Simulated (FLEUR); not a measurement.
# free Fe(001) film, 1 layer: anisotropy by force theorems

Aim: the anisotropy of free Fe(001) film, 1 layer from single passes in the potential of one collinear state.

Program: FLEUR MaX-R8.1. Level of theory: PBE; all-electron FLAPW film, Dirac cores, scalar-relativistic bands. Results are calculated unless marked as measured.

Most raw output is cut from this account.

## Step 1: The starting structure

The cell holds 1 atom: 1 Fe. Cell: a = 2.866 Å, b = 2.866 Å, c = 14.000 Å, α = 90.0°, β = 90.0°, γ = 90.0°. Layers at typed spacings, unrelaxed. Vacuum lies along c.

Structure file:

```
Fe
1.0
     2.86600    0.00000    0.00000
     0.00000    2.86600    0.00000
     0.00000    0.00000   14.00000
Fe
1
Direct
  0.00000 0.00000 0.50000
```

## Step 2: Reference state

The force theorems are single passes in this state's potential, so it has to be converged first.

No symmetry is used, so that later steps may turn the spins freely; k and −k are joined. FLEUR takes the sheet as a true film: the images along c are dropped, heights are typed in bohr, and the vacuum on both sides is semi-infinite. inpgen writes inp.xml from crystal.txt; cutoffs, mixing, functional, smearing and local orbitals are then set in the file. The k list scf (kpts.xml, not shown) is a Γ-centred 10×10×1 mesh; where the ranks do not divide the number of points, some are split in two of half the weight.

Input file inp.xml:

```
<?xml version="1.0" encoding="UTF-8" standalone="no"?>
<fleurInput fleurInputVersion="0.39">
   <comment>
      Fe
   </comment>
   <calculationSetup>
      <cutoffs Kmax="3.6" Gmax="10.8" GmaxXC="10.8" numbands="0"/>
      <scfLoop itmax="150" minDistance="0.00002" maxIterBroyd="15" imix="Anderson" alpha="0.03" precondParam="0.0" spinf="2.0" sdNocoIR="T"/>
      <coreElectrons ctail="F" frcor="F" kcrel="0" coretail_lmax="0"/>
      <xcFunctional name="pbe" relativisticCorrections="F"/>
      <magnetism jspins="2" l_noco="F" l_ss="F">
         <qss>0.0 0.0 0.0</qss>
         <mtNocoParams l_mperp="F" l_mtNocoPot="F" l_relaxSQA="F" mag_mixing_scheme="0" mix_RelaxWeightOffD="1.0" l_constrained="F" mix_constr="1.0"/>
         <sourceFreeMag l_sourceFree="F" l_scaleMag="F" mag_scale="1.0"/>
      </magnetism>
      <soc l_soc="F" theta="0.0" phi="0.0" spav="F"/>
      <expertModes spex="0" secvar="F"/>
      <geometryOptimization l_f="F" forcealpha="1.0" forcemix="BFGS" epsdisp="0.00001" epsforce="0.00001"/>
      <ldaU l_linMix="F" mixParam="0.05" spinf="1.0"/>
   </calculationSetup>
   <cell>
      <bzIntegration valenceElectrons="16.0" mode="hist" fermiSmearingEnergy="0.00183747">
         <kPointListSelection listName="scf"/>
         <xi:include xmlns:xi="http://www.w3.org/2001/XInclude" href="kpts.xml"> </xi:include>
      </bzIntegration>
      <xi:include xmlns:xi="http://www.w3.org/2001/XInclude" href="sym.xml"> </xi:include>
      <filmLattice scale="1.0" dVac="5.94" dTilda="8.44">
         <bravaisMatrixFilm>
            <row-1>    5.4159550731035999     0.0000000000000000</row-1>
            <row-2>    0.0000000000000000     5.4159550731035999</row-2>
         </bravaisMatrixFilm>
         <vacuumEnergyParameters vacuum="1" spinUp="-.25" spinDown="-.25"/>
         <vacuumEnergyParameters vacuum="2" spinUp="-.25" spinDown="-.25"/>
      </filmLattice>
   </cell>
   <atomSpecies>
      <species name="Iron (Fe) 2.800" element="Fe" atomicNumber="26">
         <mtSphere radius="2.57" gridPoints="849" logIncrement="0.014"/>
         <atomicCutoffs lmax="10" lnonsphr="8"/>
         <electronConfig flipSpins="F">
            <coreConfig>(1s1/2) (2s1/2) (2p1/2) (2p3/2)</coreConfig>
            <valenceConfig>(3s1/2) (3p1/2) (3p3/2) (4s1/2) (3d3/2) (3d5/2)</valenceConfig>
            <stateOccupation state="(3d3/2)" spinUp="1.4" spinDown="1.0"/>
            <stateOccupation state="(3d5/2)" spinUp="3.0" spinDown="0.6"/>
         </electronConfig>
         <energyParameters s="4" p="4" d="3" f="4"/>
         <lo type="SCLO" l="0" n="3" eDeriv="0"/>
         <lo type="SCLO" l="1" n="3" eDeriv="0"/>
      </species>
   </atomSpecies>
   <atomGroups>
      <atomGroup species="Iron (Fe) 2.800">
         <filmPos label="                   1">.0000000000 .0000000000 .0000000000</filmPos>
         <force calculate="T" relaxXYZ="TTT"/>
         <nocoParams  alpha="0.0" beta="0.0"/>
      </atomGroup>
   </atomGroups>
   <output dos="F" band="F" slice="F">
      <bandDOS minEnergy="-.5*Htr" maxEnergy="0.5*Htr" sigma="0.015" storeEVData="T"/>
      <plotting iplot="0" polar="F">
         <plot TwoD="T" vec1="  1.0  0.0  0.0" vec2="  0.0  1.0  0.0" vec3="  0.0  0.0  1.0" zero="  0.0  0.0 -0.5" file="plot"/>
      </plotting>
      <moessbauerParams electricFieldGradient="F" isomerShift="F" coreHyperfine="F" valenceHyperfine="F"/>
   </output>
</fleurInput>
```

Input file crystal.txt:

```
Fe
&input film=T cartesian=F /
2.86600000000  0.00000000000  0.00000000000
0.00000000000  2.86600000000  0.00000000000
0.00000000000  0.00000000000  1.00000000000
1.8897261246
1.0 1.0 1.0

1
26 0.00000000000  0.00000000000  0.00000000000 : 2.800

&kpt div1=10 div2=10 div3=1 gamma=T /
```

The run is started by

```console
> OMP_NUM_THREADS=1 inpgen -f crystal.txt -nosym -noco > inpgen.log  # inp.xml is then edited as shown
> OMP_NUM_THREADS=1 mpirun -n 4 fleur_MPI > fleur.log
```

It took 44 s on 4 MPI ranks of Arm Neoverse V2, shared host; peak memory 0.65 GiB; 2.9 min of CPU time.

This step gave:

- free energy: -34632.0944 eV
- program's band gap on this mesh (in a metal only a level spacing): 0 eV
- magnetization: 3.312 μB
- final state: ferromagnetic
- largest moment: 3.274 μB

After 24 cycles the largest moment stands at 3.27 μB.

## Step 3: Energy against the direction of the moments, rung 1

Anisotropy is a small difference, so it is taken from sums over occupied states at a frozen potential, where most errors cancel.

One pass with spin–orbit coupling for each direction, from the saved density. Inversion lets half of the mesh serve, which the program's warning doesn't know. The k list mae (kpts.xml, not shown) is a Γ-centred 17×17×1 mesh.

inp.xml: that of step 2 with these lines changed.

```diff
@@ -6,4 +6,4 @@
    <calculationSetup>
-      <cutoffs Kmax="3.6" Gmax="10.8" GmaxXC="10.8" numbands="0"/>
-      <scfLoop itmax="150" minDistance="0.00002" maxIterBroyd="15" imix="Anderson" alpha="0.03" precondParam="0.0" spinf="2.0" sdNocoIR="T"/>
+      <cutoffs Kmax="3.6" Gmax="10.8" GmaxXC="10.8" numbands="32"/>
+      <scfLoop itmax="1" minDistance="0.00002" maxIterBroyd="15" imix="Anderson" alpha="0.03" precondParam="0.0" spinf="2.0" sdNocoIR="T"/>
       <coreElectrons ctail="F" frcor="F" kcrel="0" coretail_lmax="0"/>
@@ -15,3 +15,3 @@
       </magnetism>
-      <soc l_soc="F" theta="0.0" phi="0.0" spav="F"/>
+      <soc l_soc="T" theta="0.0" phi="0.0" spav="F"/>
       <expertModes spex="0" secvar="F"/>
@@ -22,3 +22,3 @@
       <bzIntegration valenceElectrons="16.0" mode="hist" fermiSmearingEnergy="0.00183747">
-         <kPointListSelection listName="scf"/>
+         <kPointListSelection listName="mae"/>
          <xi:include xmlns:xi="http://www.w3.org/2001/XInclude" href="kpts.xml"> </xi:include>
@@ -64,2 +64,5 @@
    </output>
+   <forceTheorem>
+      <MAE theta="0.0 1.5707963 1.5707963" phi="0.0 0.0 1.5707963"/>
+   </forceTheorem>
 </fleurInput>
```

The run is started by

```console
> OMP_NUM_THREADS=1 mpirun -n 4 fleur_MPI -warn_only > fleur.log
```

Elapsed: 7.5 s, on 4 MPI ranks; peak memory 0.39 GiB; 30 s of CPU time.

Anisotropy energies, by row:

```
axis  x  y  z  band energy less the first axis' (meV a cell)
   z  0  0  1                                              0
   x  1  0  0                                         0.7761
   y  0  1  0                                         0.7761
```

Shape anisotropy is not in these numbers.

## Step 4: Energy against the direction of the moments, rung 2

A second rung shows how far the first can be trusted.

The k list mae (kpts.xml, not shown) is a Γ-centred 26×26×1 mesh.

inp.xml is that of step 3.

Run time: 14 s. Hardware: 4 MPI ranks; peak memory 0.48 GiB; 57 s of CPU time.

Anisotropy energies, by row:

```
axis  x  y  z  band energy less the first axis' (meV a cell)
   z  0  0  1                                              0
   x  1  0  0                                         0.7787
   y  0  1  0                                         0.7787
```

## Step 5: Spin–orbit coupling, moments along z

Spin–orbit coupling ties the spins to the lattice and lets orbital moments form.

A new self-consistent run of the start ferro +, with the moments along z. The k list default-1 (kpts.xml, not shown) is a Γ-centred 26×26×1 mesh.

inp.xml: that of step 2 with these lines changed.

```diff
@@ -6,12 +6,8 @@
    <calculationSetup>
-      <cutoffs Kmax="3.6" Gmax="10.8" GmaxXC="10.8" numbands="0"/>
+      <cutoffs Kmax="3.6" Gmax="10.8" GmaxXC="10.8" numbands="36"/>
       <scfLoop itmax="150" minDistance="0.00002" maxIterBroyd="15" imix="Anderson" alpha="0.03" precondParam="0.0" spinf="2.0" sdNocoIR="T"/>
-      <coreElectrons ctail="F" frcor="F" kcrel="0" coretail_lmax="0"/>
+      <coreElectrons ctail="T" frcor="F" kcrel="0" coretail_lmax="0"/>
       <xcFunctional name="pbe" relativisticCorrections="F"/>
-      <magnetism jspins="2" l_noco="F" l_ss="F">
-         <qss>0.0 0.0 0.0</qss>
-         <mtNocoParams l_mperp="F" l_mtNocoPot="F" l_relaxSQA="F" mag_mixing_scheme="0" mix_RelaxWeightOffD="1.0" l_constrained="F" mix_constr="1.0"/>
-         <sourceFreeMag l_sourceFree="F" l_scaleMag="F" mag_scale="1.0"/>
-      </magnetism>
-      <soc l_soc="F" theta="0.0" phi="0.0" spav="F"/>
+      <magnetism jspins="2"/>
+      <soc l_soc="T" theta="0.0" phi="0.0" spav="F"/>
       <expertModes spex="0" secvar="F"/>
@@ -22,3 +18,3 @@
       <bzIntegration valenceElectrons="16.0" mode="hist" fermiSmearingEnergy="0.00183747">
-         <kPointListSelection listName="scf"/>
+         <kPointListSelection listName="default-1"/>
          <xi:include xmlns:xi="http://www.w3.org/2001/XInclude" href="kpts.xml"> </xi:include>
@@ -32,3 +28,2 @@
          <vacuumEnergyParameters vacuum="1" spinUp="-.25" spinDown="-.25"/>
-         <vacuumEnergyParameters vacuum="2" spinUp="-.25" spinDown="-.25"/>
       </filmLattice>
@@ -54,3 +49,2 @@
          <force calculate="T" relaxXYZ="TTT"/>
-         <nocoParams  alpha="0.0" beta="0.0"/>
       </atomGroup>
```

crystal.txt: that of step 2 with these lines changed.

```diff
@@ -11,2 +11,3 @@
 
-&kpt div1=10 div2=10 div3=1 gamma=T /
+&soc 0.0000000 0.0000000 /
+&kpt div1=26 div2=26 div3=1 gamma=T /
```

The run is started by

```console
> OMP_NUM_THREADS=1 inpgen -f crystal.txt > inpgen.log  # inp.xml is then edited as shown
> OMP_NUM_THREADS=1 mpirun -n 4 fleur_MPI > fleur.log
```

Wall time 57 s (4 MPI ranks); peak memory 0.34 GiB; 3.8 min of CPU time.

Read from the output:

```yaml
free_energy: -34632.1056 eV
program_s_band_gap_on_this_mesh_in_a_metal_only_a_level_spacing: 0 eV
magnetization: 3.262 μB
final_state: ferromagnetic
largest_moment: 3.243 μB
orbital_moment_along_the_spin: 0.1433 μB
```

Orbital moment in the sphere, along the spin axis by atom:

```
atom  orbital moment in the sphere, along the spin axis (μB)
 Fe1                                                   0.143
```

## Step 6: Results

- reference state: ferromagnetic
- largest sphere moment: 3.27 μB
- easy direction of those tried: z
- energy along x less z, force theorem: 0.779 meV a primitive cell
- orbital moment on the atom of largest spin, along its spin (spin–orbit run): 0.143 μB

By the force theorem the moments prefer z; shape anisotropy is not in it, and in a film it favours the plane. The difference for the second direction goes from 0.78 meV (mesh 17×17×1, 32 states, 30 s of CPU time) to 0.78 meV (mesh 26×26×1, 32 states, 57 s). The orbital moment is parallel to the spin. The state was typed, and no other order was converged beside it, so it need not be the ground state.

[Logs and program files are shortened in this print: banners, set-up blocks, solver, clock and traceback lines can be left out without a mark of their own.]

[Logs are printed without paths, hosts, clocks, repeated set-up lines and the standing remarks that a program may print on its own settings, such as how far it seeks lower states.]

[Hosts, paths, dates, database ids (printed as entryN), source tags and the programs' standing remarks are cut or masked in the printed files.]

[Where a cell is said to come from a database of computed structures, the database is the Materials Project.]
